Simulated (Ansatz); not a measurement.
# The false plateau in GW convergence: AlN (P6_3mc), part 2 of 2

Aim: vary empty bands and screening cutoff apart and together in G0W0 on AlN (P6_3mc).

Ansatz 0.2.0; G0W0 on PBE, plane waves, PAW; PAW set soft_1. Known limits of the many-body steps: not at the basis limit.

So far. Step 7 (174 empty bands, screening to 150 eV): The G0W0 gap on the mesh is 5.868 eV.

The database entry behind the starting cell differs from later determinations by our own check (inner coordinate u about 0.002 short), so it need not match the best structure at ambient conditions.

**8. 309 empty bands, screening to 220 eV**

File input.yaml:

```yaml
crystal:
  lattice:
    - [3.113, 0.0, 0.0]
    - [-1.5565, 2.695937082, 0.0]
    - [0.0, 0.0, 4.981]
  atoms:
    - { symbol: Al, position: [0.3333333333, 0.6666666667, 0.0] }
    - { symbol: Al, position: [0.6666666667, 0.3333333333, 0.5] }
    - { symbol: "N", position: [0.3333333333, 0.6666666667, 0.38] }
    - { symbol: "N", position: [0.6666666667, 0.3333333333, 0.88] }
kpoints:
  mp_grid: { grid: [6, 6, 4] }
hamiltonian:
  xc: pbe
  pseudopotentials: { kind: paw, azcp: { folder: soft_1 } }
scf:
  occupations: { method: fixed }
gw:
  n_empty_bands: 309
  ecut_chi: 220
  qp_bands: [v2, c2]
  qp_kpoints: band_edges
  screening: { model: contour_deformation }
```

The run is started by

```bash
> ansatz run input.yaml --threads 3 --pin off --max-ram 92160MiB --backend cuda --events-out ev --progress --plain --runs-dir out --devices 1 --max-vram 13GiB
```

Numbers of over 12 decimals in the logs are rounded to 6 here.

Log:

```text
GPUs: using 1 of 1 available (devices: 1).
[...]
GPU FFT provider: cuFFT
GPU libraries: cuBLAS 13.8.2, cuFFT 12.4.0, cuSOLVER 12.3.4
Crystal: 4 atoms, lattice volume = 41.803 Å³
Basis set: ecut = 420 eV, 809 PW (Γ)
Bands: 12, of which v1, the nominal top of the filled ones, is band 8 counted from 1 (7 counted from 0)
Symmetry: 12 space group operations
[...]
k-points: 21 of 144 (time reversal used)
[...]
1    10     13.8987    -8.2310    -4.5670   -13.5497  0.8181    14.6548    14.6503  root
[...]
20     7      6.3358   -21.7364     3.0794   -17.4712  0.7770     5.1357     5.1501  root
    20     8      6.3358   -21.7364     3.0794   -17.4712  0.7770     5.1357     5.1501  root
    20     9     14.5445    -6.8458    -4.7146   -12.2056  0.8045    15.1937    15.1897  root
    20    10     14.5445    -6.8458    -4.7146   -12.2056  0.8045    15.1937    15.1897  root
[key lines of the parts left out:]
SCF converged after 7 iterations
Free energy (F): -1848.508205 eV
Fermi energy:    7.112566 eV
```

Elapsed: 18 s, on 1 × NVIDIA H100 80GB HBM3 (shared by 6 runs) with 3 threads of AMD EPYC 7R13 (Zen 3), shared host; peak memory 1.4 GiB; 21 s of CPU time.

The G0W0 gap on the mesh is 5.923 eV.

**9. 94 empty bands, screening to 300 eV**

input.yaml: that of step 8 with these lines changed.

```diff
@@ -18,4 +18,4 @@
 gw:
-  n_empty_bands: 309
-  ecut_chi: 220
+  n_empty_bands: 94
+  ecut_chi: 300
   qp_bands: [v2, c2]
```

Log:

```text
GPUs: using 1 of 1 available (devices: 1).
[...]
GPU FFT provider: cuFFT
GPU libraries: cuBLAS 13.8.2, cuFFT 12.4.0, cuSOLVER 12.3.4
Crystal: 4 atoms, lattice volume = 41.803 Å³
Basis set: ecut = 420 eV, 809 PW (Γ)
Bands: 12, of which v1, the nominal top of the filled ones, is band 8 counted from 1 (7 counted from 0)
Symmetry: 12 space group operations
[...]
k-points: 21 of 144 (time reversal used)
[...]
1    10     13.8987    -8.2310    -4.3707   -13.5497  0.8185    14.8539    14.8467  root
[...]
20     7      6.3358   -21.7364     3.3971   -17.4712  0.7773     5.4602     5.4677  root
    20     8      6.3358   -21.7364     3.3971   -17.4712  0.7773     5.4602     5.4677  root
    20     9     14.5445    -6.8458    -4.5049   -12.2056  0.8050    15.4066    15.3994  root
    20    10     14.5445    -6.8458    -4.5049   -12.2056  0.8050    15.4066    15.3994  root
[key lines of the parts left out:]
SCF converged after 7 iterations
Free energy (F): -1848.508205 eV
Fermi energy:    7.112566 eV
```

Wall time 24 s (1 × NVIDIA H100 80GB HBM3 (shared by 6 runs) with 3 threads); peak memory 1.8 GiB; 30 s of CPU time.

The G0W0 gap on the mesh is 5.808 eV.

**10. 493 empty bands, screening to 300 eV**

input.yaml: that of step 9 with these lines changed.

```diff
@@ -18,3 +18,3 @@
 gw:
-  n_empty_bands: 94
+  n_empty_bands: 493
   ecut_chi: 300
```

Log:

```text
GPUs: using 1 of 1 available (devices: 1).
[...]
GPU FFT provider: cuFFT
GPU libraries: cuBLAS 13.8.2, cuFFT 12.4.0, cuSOLVER 12.3.4
Crystal: 4 atoms, lattice volume = 41.803 Å³
Basis set: ecut = 420 eV, 809 PW (Γ)
Bands: 12, of which v1, the nominal top of the filled ones, is band 8 counted from 1 (7 counted from 0)
Symmetry: 12 space group operations
[...]
k-points: 21 of 144 (time reversal used)
[...]
1    10     13.8987    -8.2310    -4.6170   -13.5497  0.8178    14.6042    14.6004  root
[...]
20     7      6.3358   -21.7364     2.9956   -17.4712  0.7763     5.0495     5.0663  root
    20     8      6.3358   -21.7364     2.9956   -17.4712  0.7763     5.0495     5.0663  root
    20     9     14.5445    -6.8458    -4.7615   -12.2056  0.8042    15.1463    15.1428  root
    20    10     14.5445    -6.8458    -4.7615   -12.2056  0.8042    15.1463    15.1428  root
[key lines of the parts left out:]
SCF converged after 7 iterations
Free energy (F): -1848.508205 eV
Fermi energy:    7.112566 eV
```

Wall time 64 s (1 × NVIDIA H100 80GB HBM3 (shared by 6 runs) with 3 threads); peak memory 2 GiB; 93 s of CPU time.

The G0W0 gap on the mesh is 5.943 eV.

**11. The grid**

Start PBE, 6×6×4 mesh. Times are wall times on 1 × NVIDIA H100 80GB HBM3 (shared by 6 runs) with 3 threads of AMD EPYC 7R13 (Zen 3), shared host, good to a factor of about two.

| cutoff (eV) | plane waves at q = 0 | bands summed | gap (eV) | Σc valence (eV) | Σc conduction (eV) | time |
| --- | --- | --- | --- | --- | --- | --- |
| 50 | 35 | 41 | 5.412 | 3.77 | -3.65 | 12 s |
| 50 | 35 | 182 | 5.372 | 3.51 | -3.96 | 15 s |
| 100 | 99 | 102 | 5.744 | 3.29 | -3.80 | 14 s |
| 100 | 99 | 501 | 5.776 | 3.12 | -3.94 | 34 s |
| 150 | 159 | 41 | 5.680 | 3.67 | -3.49 | 11 s |
| 150 | 159 | 182 | 5.868 | 3.04 | -3.93 | 16 s |
| 220 | 313 | 317 | 5.923 | 2.86 | -4.05 | 18 s |
| 300 | 513 | 102 | 5.808 | 3.20 | -3.83 | 24 s |
| 300 | 513 | 501 | 5.943 | 2.77 | -4.12 | 64 s |

**12. What came out**

| Quantity | Value |
| --- | --- |
| 41 bands, 50 eV | 5.412 eV |
| 182 bands, 50 eV | 5.372 eV |
| 102 bands, 100 eV | 5.744 eV |
| 501 bands, 100 eV | 5.776 eV |
| 41 bands, 150 eV | 5.680 eV |
| 182 bands, 150 eV | 5.868 eV |
| 317 bands, 220 eV | 5.923 eV |
| 102 bands, 300 eV | 5.808 eV |
| 501 bands, 300 eV | 5.943 eV |
| estimated limit along the diagonal | 5.98 eV |
| mesh and start | 6×6×4, PBE |

In words: At 50 eV, going from 41 to 182 bands moves the gap by −0.04 eV. At 100 eV, going from 102 to 501 bands moves the gap by +0.03 eV. At 150 eV, going from 41 to 182 bands moves the gap by +0.19 eV. At 300 eV, going from 102 to 501 bands moves the gap by +0.13 eV. At 41 bands, raising the cutoff from 50 to 150 eV moves it by +0.27 eV. At 182 bands, raising the cutoff from 50 to 150 eV moves it by +0.50 eV. At 102 bands, raising the cutoff from 100 to 300 eV moves it by +0.06 eV. At 501 bands, raising the cutoff from 100 to 300 eV moves it by +0.17 eV. Along the diagonal, where both rise together, the two highest rungs point to 5.98 eV. Gaps are over the mesh's points; an edge off the mesh would be missed. A low cutoff hides what high bands add, so a band series at one cutoff can look settled before the gap is.

[Paths, hosts, dates, memory and timing lines, banners, echoed tables and standing remarks are left out of the program output.]

[Logs are printed without paths, hosts, clocks, repeated set-up lines and the standing remarks that a program may print on its own settings, such as how far it seeks lower states.]

[Runs of the session that timed out or met a known fault of the program may be left out.]

[Cells called generated may have been cut or substituted from an entry of the Crystallography Open Database or the Materials Project.]

[Hosts, paths, dates, database ids (printed as entryN), source tags and the programs' standing remarks are cut or masked in the printed files.]
